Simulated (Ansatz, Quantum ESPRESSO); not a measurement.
**CdF2 (Fm-3m): the LO frequency by hand**

Wanted: the LO mode of CdF2 (Fm-3m) from the TO mode and the field response.

Method: DFT LDA, scalar-relativistic, plane waves, PseudoDojo norm-conserving pseudopotentials, in Quantum ESPRESSO 8.0 development, patched.

**1. The relaxed structure**

Symmetry: Fm-3m, No. 225, cubic system. Conventional cell: a = 5.298 Å, b = 5.298 Å, c = 5.298 Å, α = 90.00°, β = 90.00°, γ = 90.00°. Nearest to Cd lie 8 F at 2.29 Å. Nearest to F lie 4 Cd at 2.29 Å. Farther neighbours and most contacts between anions are not listed.

As a file:

```
Cd F
1.0
    -2.64899    0.00000    2.64899
     0.00000    2.64899    2.64899
    -2.64899    2.64899    0.00000
Cd F
1 2
Direct
  0.00000 0.00000 0.00000
  0.75000 0.75000 0.75000
  0.25000 0.25000 0.25000
```

This is the cell after its relaxation at this level of theory, not the database cell from which that began.

**2. What the response run gave**

A linear-response run on the relaxed cell, with the response to an electric field; only its zone-centre results are used. Cutoff 102 Ry, k mesh 8×8×8.

The log of the run:

```text
[banners, grids, parts of the stress and lines that vanish by symmetry left out]
Program PHONON v.8.0dev
     Dynamical matrices for q-points given in input
     (   1q-points):
[...]
Exchange-correlation= PW
                           (   1   4   0   0   0   0   0)
[...]
kinetic-energy cut-off    =     102.0000  Ry
     charge density cut-off    =     408.0000  Ry
     convergence threshold     =      1.0E-18
[...]
Exchange-correlation= PW
                           (   1   4   0   0   0   0   0)
[...]
q = (   0.0000000   0.0000000   0.0000000 )
     49 Sym.Ops. (with q -> -q+G )
     G cutoff =  517.9519  (  34957 G-vectors)     FFT grid: ( 45, 45, 45)
     number of k points=    29
[...]
Mode symmetry, O_h (m-3m)  point group:
[...]
Dielectric constant
[...]
End of electric fields calculation
          Dielectric constant in cartesian axis
          (       2.918572255      -0.000000000       0.000000000 )
          (      -0.000000000       2.918572255       0.000000000 )
          (      -0.000000000       0.000000000       2.918572255 )
          Effective charges (d Force / dE) in cartesian axis without acoustic sum rule applied (asr)
           atom    1  Cd    Mean Z*:        2.45261
      Ex  (        2.45261       -0.00000       -0.00000 )
      Ey  (        0.00000        2.45261        0.00000 )
      Ez  (       -0.00000        0.00000        2.45261 )
           atom    2  F     Mean Z*:       -1.22631
      Ex  (       -1.22631        0.00000        0.00000 )
      Ey  (        0.00000       -1.22631       -0.00000 )
      Ez  (        0.00000       -0.00000       -1.22631 )
           atom    3  F     Mean Z*:       -1.22631
      Ex  (       -1.22631        0.00000        0.00000 )
      Ey  (        0.00000       -1.22631       -0.00000 )
      Ez  (        0.00000        0.00000       -1.22631 )
          Effective charges Sum: Mean:       -0.00001
[...]
Effective charges (d Force / dE) in cartesian axis with asr applied:
           atom    1  Cd    Mean Z*:        2.45261
[...]
atom    2  F     Mean Z*:       -1.22631
[...]
atom    3  F     Mean Z*:       -1.22631
[...]
Dielectric constant from finite-differences
          (       2.918800903       0.000000000       0.000000000 )
          (       0.000000000       2.918800903      -0.000000000 )
          (       0.000000000      -0.000000000       2.918800903 )
[...]
(      -0.000000000       0.000000000      -0.000000000 )
          (      -0.000000000      -0.000000000       0.000000000 )
[...]
(       0.000000000       0.000000000      -0.000000000 )
          (       0.158423352      -0.000000000       0.000000000 )
          (      -0.000000000       0.158423352      -0.000000000 )
          (       0.158423352      -0.000000000       0.000000000 )
          (      -0.000000000       0.000000000      -0.000000000 )
[...]
Representation #   1 modes #   1   2   3
[...]
End of self-consistent calculation
     Convergence has been achieved
     Representation #   2 modes #   4   5   6
[...]
End of self-consistent calculation
     Convergence has been achieved
     Representation #   3 modes #   7   8   9
[...]
End of self-consistent calculation
     Convergence has been achieved
[...]
Dielectric constant in cartesian axis
          (       2.918572255      -0.000000000       0.000000000 )
          (      -0.000000000       2.918572255       0.000000000 )
          (      -0.000000000       0.000000000       2.918572255 )
          Effective charges (d Force / dE) in cartesian axis without acoustic sum rule applied (asr)
           atom    1  Cd    Mean Z*:        2.45261
      Ex  (        2.45261       -0.00000       -0.00000 )
      Ey  (        0.00000        2.45261        0.00000 )
      Ez  (       -0.00000        0.00000        2.45261 )
           atom    2  F     Mean Z*:       -1.22631
      Ex  (       -1.22631        0.00000        0.00000 )
      Ey  (        0.00000       -1.22631       -0.00000 )
      Ez  (        0.00000       -0.00000       -1.22631 )
           atom    3  F     Mean Z*:       -1.22631
      Ex  (       -1.22631        0.00000        0.00000 )
      Ey  (        0.00000       -1.22631       -0.00000 )
      Ez  (        0.00000        0.00000       -1.22631 )
          Effective charges Sum: Mean:       -0.00001
[...]
Effective charges (d Force / dE) in cartesian axis with asr applied:
           atom    1  Cd    Mean Z*:        2.45261
[...]
atom    2  F     Mean Z*:       -1.22631
[...]
atom    3  F     Mean Z*:       -1.22631
[...]
q = (    0.000000000   0.000000000   0.000000000 )
[...]
freq (    1) =      -0.029789 [THz] =      -0.993639 [cm-1]
     freq (    2) =      -0.029789 [THz] =      -0.993639 [cm-1]
     freq (    3) =      -0.029789 [THz] =      -0.993639 [cm-1]
     freq (    4) =       7.141460 [THz] =     238.213463 [cm-1]
     freq (    5) =       7.141460 [THz] =     238.213463 [cm-1]
     freq (    6) =       7.141460 [THz] =     238.213463 [cm-1]
     freq (    7) =       9.555106 [THz] =     318.724029 [cm-1]
     freq (    8) =       9.555106 [THz] =     318.724029 [cm-1]
     freq (    9) =       9.555106 [THz] =     318.724029 [cm-1]
[...]
Mode symmetry, O_h (m-3m)  point group:
     freq (   1-   3) =         -1.0  [cm-1]   --> T_1u G_15  G_4- I
     freq (   4-   6) =        238.2  [cm-1]   --> T_1u G_15  G_4- I
     freq (   7-   9) =        318.7  [cm-1]   --> T_2g G_25' G_5+ R

   JOB DONE.
```

| quantity | value |
| --- | --- |
| cell volume Ω (Å³) | 37.177 |
| mass of Cd (u) | 112.414 |
| mass of F (u) | 18.998 |
| Born charge of Cd, raw (e) | 2.453 |
| Born charge of F, raw (e) | -1.226 |
| ε∞ | 2.919 |
| ω(TO) after the sum rule (cm⁻¹) | 238.2 |

**3. The calculation**

The charges must sum to zero over the cell; taking off their mean, 0.000 e, leaves Z* = 2.453 e on Cd. In the polar mode Cd moves against the two F, so the reduced mass is μ = 112.41 × 38.00 / 150.41 = 28.398 u.

A longitudinal wave builds up a field that adds to the restoring force: ω(LO)² = ω(TO)² + 4π Z*² / (μ Ω ε∞), in Hartree atomic units. With μ = 51766 electron masses and Ω = 250.88 bohr³ the second term is 1.9942e-06 Ha², or 96060 cm⁻² (1 Ha = 219474.6 cm⁻¹).

So ω(LO) = √(56749 + 96060) = 390.9 cm⁻¹, and by the Lyddane-Sachs-Teller relation ε₀ = ε∞ (ω(LO)/ω(TO))² = 7.86.

**4. Check against the program**

The analysis program adds the same non-analytic term to the full matrix, here for q along (1 0 0).

The log of the run:

```text
[banners, grids, parts of the stress and lines that vanish by symmetry left out]
[banner, memory and clock lines left out]
Program DYNMAT v.8.0dev

     Reading Dynamical Matrix from file g.dyn
     ...Force constants read
     ...epsilon and Z* read
     ...Raman cross sections read

     Polarizability (A^3 units)
     multiply by 0.609933 for Clausius-Mossotti correction (not under assume_isolated = 'mt')
         5.675971   -0.000000   -0.000000
        -0.000000    5.675971    0.000000
         0.000000    0.000000    5.675971

     IR activities are in (D/A)^2/amu units
     Raman activities are in A^4/amu units
     multiply Raman by 0.138398 for Clausius-Mossotti correction (not under assume_isolated = 'mt')

# mode   [cm-1]    [THz]      IR          Raman   depol.fact
    1     -0.00   -0.0000    0.0000         0.0000    0.5647
    2      0.00    0.0000    0.0000         0.0000    0.6420
[...]
8    318.73    9.5551    0.0000         1.7342    0.7500
    9    390.91   11.7191    4.8870         0.0000    0.7404

[end of the log left out, with the tail of the file of modes that dynmat.x writes under the same name]
```

ε₀ comes from the program's run without a direction of q.

| quantity | by hand | program |
| --- | --- | --- |
| ω(LO) (cm⁻¹) | 390.9 | 390.9 |
| ε₀ | 7.86 | 7.86 |

**5. Outcome**

| Property | Result |
| --- | --- |
| TO mode | 238.2 cm⁻¹ |
| LO mode | 390.9 cm⁻¹ |
| static dielectric constant | 7.859 |

**Reading.** The LO mode of CdF2 (Fm-3m) lies at 391 cm⁻¹, 153 cm⁻¹ above the TO mode; the formula meets the program within 0.1 cm⁻¹, as it must for a cubic crystal with one polar mode. ω(LO)² − ω(TO)² goes with Z*²/ε∞: an error of 5 % in ε∞ would move the LO mode by 5.9 cm⁻¹, and semilocal functionals tend to overestimate ε∞. These are harmonic values at zero temperature, at the volume of this functional, for the structure held cubic; stability elsewhere in the zone is no part of this calculation.

[Host names and launcher messages were left out of these logs when they were recorded.]

[Logs are printed without paths, hosts, clocks, repeated set-up lines and the standing remarks that a program may print on its own settings, such as how far it seeks lower states.]

[Hosts, paths, dates, database ids (printed as entryN), source tags and the programs' standing remarks are cut or masked in the printed files.]
